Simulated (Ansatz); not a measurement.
# BaPbO3 (model cell, started as cubic perovskite with Pb in the octahedra): from the cell to its phonons, part 3 of 3

Wanted: phonon frequencies of BaPbO3 (model cell, started as cubic perovskite with Pb in the octahedra) and what follows from them.

Ansatz 0.2.0; DFT PBEsol, scalar-relativistic, plane waves, PAW; PAW set soft_1.

So far. Step 3 (Relaxing to small forces for the phonons): The forces vanish by symmetry and the pressure is -0.002 GPa, within the tolerances set. The cell now holds 15.69 Å³/atom. Step 4 (Zone-centre response): Before it was imposed, the acoustic sum rule was missed by 4.4e-5 eV/Å². Small misses are needed for a sound result but don't prove that mesh and cutoff are converged. The lowest optical mode is real, 44.0 cm⁻¹. The relaxed cell has a = 4.281 Å (conventional setting).

The structure was built from a prototype and need not be the compound's stable phase.

### 5. Response at finite wavevector

Stability and thermal properties need the whole zone. Linear response on a 4×4×4 q mesh gives force constants as far as a supercell of that size would.

Input file input.yaml:

```yaml
crystal:
  lattice:
    - [4.2810551391, 0.0, 0.0]
    - [0.0, 4.2810551391, 0.0]
    - [0.0, 0.0, 4.2810551391]
  atoms:
    - { symbol: Ba, position: [0.0, 0.0, 0.0] }
    - { symbol: Pb, position: [0.5, 0.5, 0.5] }
    - { symbol: O, position: [0.5, 0.5, 0.0] }
    - { symbol: O, position: [0.5, 0.0, 0.5] }
    - { symbol: O, position: [0.0, 0.5, 0.5] }
kpoints:
  mp_grid: { grid: [8, 8, 8] }
hamiltonian:
  xc: pbesol
  pseudopotentials: { kind: paw, azcp: { folder: soft_1 }, xc_functional: pbe }
scf:
  occupations: { method: methfessel_paxton, width: 0.2 }
output:
  eigenvalues: true
phonons:
  method: dfpt
  qmesh: [4, 4, 4]
  temperatures: { t_max: 1000, t_step: 50 }
  qpath:
    path:
      - [[0.0, 0.0, 0.0], [0.0, 0.5, 0.0], [0.5, 0.5, 0.0], [0.0, 0.0, 0.0], [0.5, 0.5, 0.5], [0.0, 0.5, 0.0]]
      - [[0.5, 0.5, 0.5], [0.5, 0.5, 0.0]]
    npoints: 10
```

On the command line:

```sh
ansatz run input.yaml --threads 4 --pin off --max-ram 16384MiB --backend cpu --events-out ev --progress --plain --runs-dir out
```

Numbers of over 12 decimals in the logs are rounded to 6 here.

Log:

```text
[...]
Crystal: 5 atoms, lattice volume = 78.461 Å³
Basis set: ecut = 420 eV, 1551 PW (Γ), exchange–correlation on 60×60×60 points (8 copies of the dense FFT grid, shifted against one another)
Bands: 26, of which v1, the nominal top of the filled ones, is band 21 counted from 1 (20 counted from 0)
Symmetry: 48 space group operations
k-points: 35 of 512
[...]
SCF iter   1: F=—  HF=-19304.939632 eV  |F-HF|=—  |Δ(HF+E_count)|=         —  Δρ=5.67e-2  dr2=3.60e0  ethr=3.10e-3  ⟨swp⟩=10.7  Hψ=5992  notcnv=0
[...]
SCF iter  11: F=-19303.498121 eV  HF=-19303.498121 eV  |F-HF|=3.64e-12  |Δ(HF+E_count)|=  1.09e-11  S|Δr|=    0.00e0  Δρ=6.86e-8  dr2=2.37e-12  ethr=1.00e-12  ⟨swp⟩=18.3  Hψ=7062  notcnv=0
SCF 1 converged in 11 iterations: F = -19303.498121 eV  dr2 = 2.37e-12
[...]
SCF iter   7: F=-19303.498121 eV  HF=-19303.498121 eV  |F-HF|=7.28e-12  |Δ(HF+E_count)|=  7.28e-12  S|Δr|=    0.00e0  Δρ=5.83e-8  dr2=1.13e-12  ethr=1.00e-12  ⟨swp⟩=6.3  Hψ=3172  notcnv=0
SCF 2 converged in 7 iterations: F = -19303.498121 eV  dr2 = 1.13e-12
phonons: the bands overlap, so this run is a metal and interpolates without the dipole-dipole term. If the crystal is really an insulator or semiconductor, its LO-TO splitting is missing
NSCF: frozen V_eff on 35 k-points
[...]
DFPT response loops at q = (0, 0, 0) (fractional): preconditioner auto → Kerker (q_TF=auto, 2.458 Å⁻¹) (partly filled bands, converged f_vac=0.000); β = 1.00, the filter's whole step (`scf.mixing.beta` (0.50) is not read by the response loops under this deck's `scf.mixing.preconditioner`; to damp them name `kerker` or `kerker_dos`, under which they read `scf.mixing.beta`, and type it under 1.00, their step now; both keys bind the ground state too); Broyden in place of MSR1
[...]
SCF converged after 11 iterations
[...]
Free energy (F): -19303.498121 eV
[...]
Internal energy: -19303.509131 eV  (E = F + TS)
E sigma→0 (E₀):  -19303.500874 eV
Entropy (-TS):   0.011009 eV (2.202 meV/atom)
Fermi energy:    9.134061 eV
[...]
--- Band table (eV; the first three rows and the last of 35) ---
  k-point 0: bands = [... 17 lower, 8.1491, 8.1491, 8.5168, 8.5168, 8.5168, 13.8035, 13.8035, 15.5004, ... 1 higher]
  k-point 1: bands = [... 17 lower, 8.1202, 8.1202, 8.4848, 8.4848, 8.9871, 14.0243, 14.0326, 15.7892, ... 1 higher]
  k-point 2: bands = [... 17 lower, 8.0626, 8.0626, 8.4094, 8.4094, 10.3012, 14.5672, 14.6167, 16.2366, ... 1 higher]
  k-point 34: bands = [... 17 lower, 9.0651, 9.0651, 9.1352, 9.1352, 13.9135, 13.9135, 13.9135, 15.8999, ... 1 higher]
--- Phonons (Γ-DFPT): 4 representative perturbations + reference (Σ response iterations 13) ---
  ASR residual: 4.663e-5 → 0.000e0 eV/Å²; symmetrization residual: 1.010e-6 eV/Å²
  ASR residual per site (eV/Å²): 1.21e-6 1.35e-6 4.66e-5 4.66e-5 4.66e-5
[...]
--- Phonons (arbitrary-q DFPT): 10 irreducible q on the 4×4×4 mesh ---
  q = [0.0000, 0.0000, 0.0000] (star 1, of the zone-centre solve; hermiticity 1.15e-7, symmetrization 1.92e-12): -0.00 0.00 0.00 44.04 44.04 44.04 83.25 83.25 83.25 130.94 130.94 130.94 564.34 564.34 564.34
  q = [0.0000, 0.0000, 0.2500] (star 6, 9 solved perturbations in 1560 linear systems a pass and spin channel, the states on 200 of 512 k-point pairs; hermiticity 2.70e-7, symmetrization 1.36e-12): 40.24 40.24 59.88 59.88 78.71 102.07 102.07 110.73 125.25 130.52 130.52 222.61 568.16 568.16 579.01
[...]
q = [0.0000, 0.2500, -0.5000] (star 12, 15 solved perturbations on 200 of 512 k-point pairs; hermiticity 2.03e-7, symmetrization 1.37e-14): -108.48 51.83 57.89 64.51 87.47 111.47 131.45 135.44 146.01 174.53 196.12 285.99 468.10 575.99 635.82
[...]
sum rule: each row above includes the acoustic sum rule's correction from the zone centre's row sums; it moved no ω² by more than (0.89 cm⁻¹)²
  mesh force constants: q→R imaginary residual 1.21e-18; ASR residual 4.663e-5 → 0.000e0 eV/Å²; symmetrization residual 1.066e-14 eV/Å²
  interpolated dispersion: 62 rows × 15 modes
  density of states and harmonic sums: on the 16×16×16 q-mesh, interpolated from the force constants of a 4×4×4 supercell (no non-analytic term)
  largest difference from the sums on the solved wave vectors: F 7.51e-2 eV, S 9.08e-5 and C_V 2.16e-5 eV/K
  zero-point energy: 0.185082 eV/cell   skipped modes (ω ≤ 0): 251, of them read as no rigid motion or as one in doubt: 248 (1.552e0 modes/cell left out, lowest -163.44 cm⁻¹)   left out of the sums: 1.03e-1 of the cell's modes: C_V's classical limit lies that fraction below 3 k_B per atom; for a crystal, a wire or a layer, F and S can be off by more, and a phonons.interpolated_qmesh denser along its periods is the remedy for the sampling
```

Elapsed: 13 min, on 4 threads of Arm Neoverse V1, shared host; peak memory 2.7 GiB.

This step gave:

```yaml
sum_rule_residual_before_enforcement: 4.66e-5 eV/Å²
lowest_frequency_on_the_path: -163.4 cm⁻¹
highest_frequency_on_the_path_or_at_a_solved_wavevector: 659.7 cm⁻¹
lowest_mode_on_the_q_mesh_acoustic_modes_at_gamma_apart: -163.4 cm⁻¹
```

Frequencies (cm⁻¹) solved at each irreducible wavevector; negative means imaginary. Frequencies by wavevector, by row:

| q in reciprocal lattice units | star | mode 1 | mode 2 | mode 3 | mode 4 | mode 13 | mode 14 | mode 15 |
| --- | --- | --- | --- | --- | --- | --- | --- | --- |
| 0 0 0 | 1 | 0 | 0 | 0 | 44 | 564.3 | 564.3 | 564.3 |
| 0 0 0.25 | 6 | 40.2 | 40.2 | 59.9 | 59.9 | 568.2 | 568.2 | 579 |
| 0 0 -0.5 | 3 | 52.5 | 52.5 | 72.5 | 72.5 | 572 | 572 | 591.3 |
| 0 0.25 0.25 | 12 | -80 | 35.9 | 51.6 | 76.1 | 501.4 | 572.1 | 626.7 |
| 0 0.25 -0.5 | 12 | -108.5 | 51.8 | 57.9 | 64.5 | 468.1 | 576 | 635.8 |
| 0 -0.5 -0.5 | 3 | -150.2 | 27.5 | 27.5 | 60.7 | 310.4 | 579.8 | 642.3 |
| 0.25 0.25 0.25 | 8 | -99.3 | -62.3 | -62.3 | 56.7 | 503.8 | 503.8 | 646.5 |
| 0.25 0.25 -0.5 | 12 | -125 | -93.5 | -68.7 | 61.3 | 451.5 | 507 | 652.7 |
| 0.25 -0.5 -0.5 | 6 | -157.7 | -113.9 | -113.9 | 63.8 | 316.1 | 493.3 | 656.5 |
| -0.5 -0.5 -0.5 | 1 | -163.4 | -163.4 | -163.4 | 65.6 | 319.8 | 319.8 | 658.3 |

Interpolated from a 4×4×4 q mesh. Phonon branches along the path, in cm⁻¹:

| point | branch 1 | branch 2 | branch 3 | branch 4 | branch 12 | branch 13 | branch 14 | branch 15 |
| --- | --- | --- | --- | --- | --- | --- | --- | --- |
| Γ | 0 | 0 | 0 | 44 | 131 | 564 | 564 | 564 |
| halfway | 40 | 40 | 60 | 60 | 223 | 568 | 568 | 579 |
| X | 52 | 52 | 72 | 72 | 282 | 572 | 572 | 591 |
| halfway | -108 | 52 | 58 | 64 | 286 | 468 | 576 | 636 |
| M | -150 | 28 | 28 | 61 | 293 | 310 | 580 | 642 |
| halfway | -80 | 36 | 52 | 76 | 265 | 501 | 572 | 627 |
| Γ | 0 | 0 | 0 | 44 | 131 | 564 | 564 | 564 |
| halfway | -99 | -62 | -62 | 57 | 271 | 504 | 504 | 646 |
| R | -163 | -163 | -163 | 66 | 241 | 320 | 320 | 658 |
| halfway | -125 | -94 | -69 | 61 | 275 | 452 | 507 | 653 |
| X | 52 | 52 | 72 | 72 | 282 | 572 | 572 | 591 |
| jump to R | -163 | -163 | -163 | 66 | 241 | 320 | 320 | 658 |
| halfway | -158 | -114 | -114 | 64 | 268 | 316 | 493 | 656 |
| M | -150 | 28 | 28 | 61 | 293 | 310 | 580 | 642 |

The phonon density of states has structure finer than the step of the table below, so its rows give means over 25 cm⁻¹, whole bins alone (the curve runs from -165 to 665 cm⁻¹). Peaks (cm⁻¹: height): 65.0: 0.120, 135.0: 0.0547, 275.0: 0.0338, 565.0: 0.0314, 645.0: 0.0283.

Tetrahedra on a 16×16×16 mesh, mean over bins of 10 cm-1. Interpolated from a 4×4×4 q mesh. Phonon density of states against wavenumber; means over each step:

| wavenumber (cm⁻¹) | phonon density of states (1/cm⁻¹/cell) |
| --- | --- |
| -150 | 0.0105 |
| -125 | 0.0130 |
| -100 | 0.0116 |
| -75 | 0.0100 |
| -50 | 0.00760 |
| -25 | 0.00644 |
| 0 | 0.00722 |
| 25 | 0.0179 |
| 50 | 0.0607 |
| 75 | 0.0729 |
| 100 | 0.0360 |
| 125 | 0.0460 |
| 150 | 0.0490 |
| 175 | 0.0470 |
| 200 | 0.0300 |
| 225 | 0.0158 |
| 250 | 0.00787 |
| 275 | 0.0247 |
| 300 | 0.00492 |
| 325 | 0.00164 |
| 350 | 0.00266 |
| 375 | 0.00300 |
| 400 | 0.00343 |
| 425 | 0.00404 |
| 450 | 0.00491 |
| 475 | 0.00625 |
| 500 | 0.00839 |
| 525 | 0.0115 |
| 550 | 0.0186 |
| 575 | 0.0166 |
| 600 | 0.00493 |
| 625 | 0.0126 |
| 650 | 0.0201 |

The partial phonon density of states has structure finer than the step of the table below, so its rows give means over 50 cm⁻¹, whole bins alone (the curve runs from -172 to 689 cm⁻¹). Peaks (cm⁻¹: height): Ba 60.8: 0.0763; O -128.9: 0.0149, -101.8: 0.0152, 66.2: 0.0187, 131.2: 0.0287, 277.6: 0.0291, 564.8: 0.0259, 646.1: 0.0243; Pb 142.1: 0.0248, 174.6: 0.0275.

Phonopy on the run's constants, 13x13x13 mesh, Gaussian sigma 6.2 cm-1. Interpolated from a 4×4×4 q mesh. Partial phonon density of states against wavenumber; means over each step; values in 1/cm⁻¹/cell:

| wavenumber (cm⁻¹) | Ba | O | Pb |
| --- | --- | --- | --- |
| -100 | 1.6e-4 | 0.0114 | 5.2e-5 |
| -50 | 0.00117 | 0.00855 | 7.7e-5 |
| 0 | 0.00168 | 0.00201 | 2.9e-4 |
| 50 | 0.0409 | 0.0130 | 0.00700 |
| 100 | 0.0102 | 0.0179 | 0.0144 |
| 150 | 0.00266 | 0.0225 | 0.0237 |
| 200 | 0.00265 | 0.0167 | 0.0119 |
| 250 | 4.1e-4 | 0.0114 | 7.5e-4 |
| 300 | 1.2e-4 | 0.00913 | 5.9e-4 |
| 350 | 2.2e-6 | 0.00284 | 5.9e-6 |
| 400 | 7.7e-7 | 0.00270 | 1.5e-5 |
| 450 | 3.8e-6 | 0.00506 | 4.6e-5 |
| 500 | 4.3e-6 | 0.00859 | 1.5e-4 |
| 550 | 9.2e-7 | 0.0174 | 5.8e-4 |
| 600 | 5.1e-6 | 0.00722 | 2.2e-4 |
| 650 | 9.0e-6 | 0.0144 | 2.1e-4 |

Symmetry leaves 10 wavevectors to solve. The lowest mode among them, the acoustic zeros apart, lies at q = (-0.5, -0.5, -0.5) and is imaginary, 163.4i cm⁻¹, so the energy falls along it.

### 6. What came out

| Item | Value |
| --- | --- |
| space group after relaxation (within 0.01 Å) | Pm-3m |
| volume per atom | 15.7 Å³ |
| electronic character | no gap on this mesh |
| highest optical mode at the zone centre (no LO-TO term) | 564 cm⁻¹ |
| lowest optical zone-centre mode | 44.0 cm⁻¹ |
| lowest mode on the q mesh (acoustic modes at Γ apart) | -163 cm⁻¹ |
| highest frequency on the path or at a solved wavevector | 660 cm⁻¹ |
| imaginary modes on the 4×4×4 q mesh | yes |

**Reading.** Modes are clearly imaginary (beyond 10i cm⁻¹) at 7 of the 10 irreducible wavevectors, most at q = (-0.5, -0.5, -0.5) (163.4i cm⁻¹), so this structure is not a minimum of the energy. The optical modes at Γ span 44 to 564 cm⁻¹. The highest mode in this list at Γ, 564.3 cm⁻¹, is mostly motion of O (96 % of the kinetic energy). With no gap, or one that is small against the smearing, the frequencies hang on the k mesh and the smearing, most of all near Kohn anomalies. Spin-orbit coupling is left out, which can matter for the heavy elements here. The PAW files were made for PBE and serve the other functionals too. The starting cell was built on a prototype and not taken from a measurement, so the phase need not exist. These are harmonic frequencies at zero temperature: anharmonic shifts, linewidths and thermal expansion are left out.

[Logs are printed without paths, hosts, clocks, repeated set-up lines and the standing remarks that a program may print on its own settings, such as how far it seeks lower states.]

[Hosts, paths, dates, database ids (printed as entryN), source tags and the programs' standing remarks are cut or masked in the printed files.]
